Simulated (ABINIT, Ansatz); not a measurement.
An input for ABINIT 10.8.3 (AlGaN2 (P-4m2)):

```
acell 3*1.0 Angstrom
rprim 
  3.140877048700 0.000000000000 0.000000000000
  0.000000000000 3.140877048700 0.000000000000
  0.000000000000 0.000000000000 4.423837940000
ntypat 3
znucl 13 31 7
natom 4
typat 1 2 3 3
xred 
  0.500000000000 0.500000000000 0.500000000000
  0.000000000000 0.000000000000 0.000000000000
  0.500000000000 0.000000000000 0.738264810000
  0.000000000000 0.500000000000 0.261735190000
pp_dirpath "pseudos"
pseudos "Al.upf, Ga.upf, N.upf"
ecut 36
ngkpt 4 4 2
nshiftk 1
shiftk 0 0 0
kptopt 1
chksymbreak 0
istwfk *1
occopt 1
irdwfk 1
optdriver 99
bs_calctype 1
mbpt_sciss 0.987 eV
bs_loband 9
nband 15
bs_exchange_term 1
bs_coulomb_term 11
bs_coupling 1
bs_algorithm 1
bs_freq_mesh 0 8 0.05 eV
zcut 0.15 eV
ecuteps 3.6
ecutwfn 18
inclvkb 2
irdscr 1
indata_prefix "in"
outdata_prefix "out"
tmpdata_prefix "tmp"
```

```sh
OMP_NUM_THREADS=1 mpirun -n 4 abinit run.abi > log
```

**Question.** Estimate wall time and host memory on 4 MPI ranks of Intel Xeon Platinum 8259CL at 2.50GHz (Skylake/Cascade Lake), shared host.

It took 19 s; on shared hardware allow 9.4 s to 38 s. Peak host memory was 0.34 GiB.

The matrix is small, so building the kernel's matrix elements and any screening outweighs its diagonalisation.

[Paths, hosts, dates, memory and timing lines, banners, echoed tables and standing remarks are left out of the program output.]

[Logs are printed without paths, hosts, clocks, repeated set-up lines and the standing remarks that a program may print on its own settings, such as how far it seeks lower states.]

[Runs of the session that timed out or met a known fault of the program may be left out.]

[Hosts, paths, dates, database ids (printed as entryN), source tags and the programs' standing remarks are cut or masked in the printed files.]

[G0W0 gaps are taken among the corrected bands and points alone; a level outside them can change the order at an edge.]

[Where Ansatz stands beside ABINIT at settings called matched, ABINIT's density can come from a denser mesh and the files from another edition; pairs whose starting gaps differed by over 0.03 eV were left out, so agreement reads better than it is.]
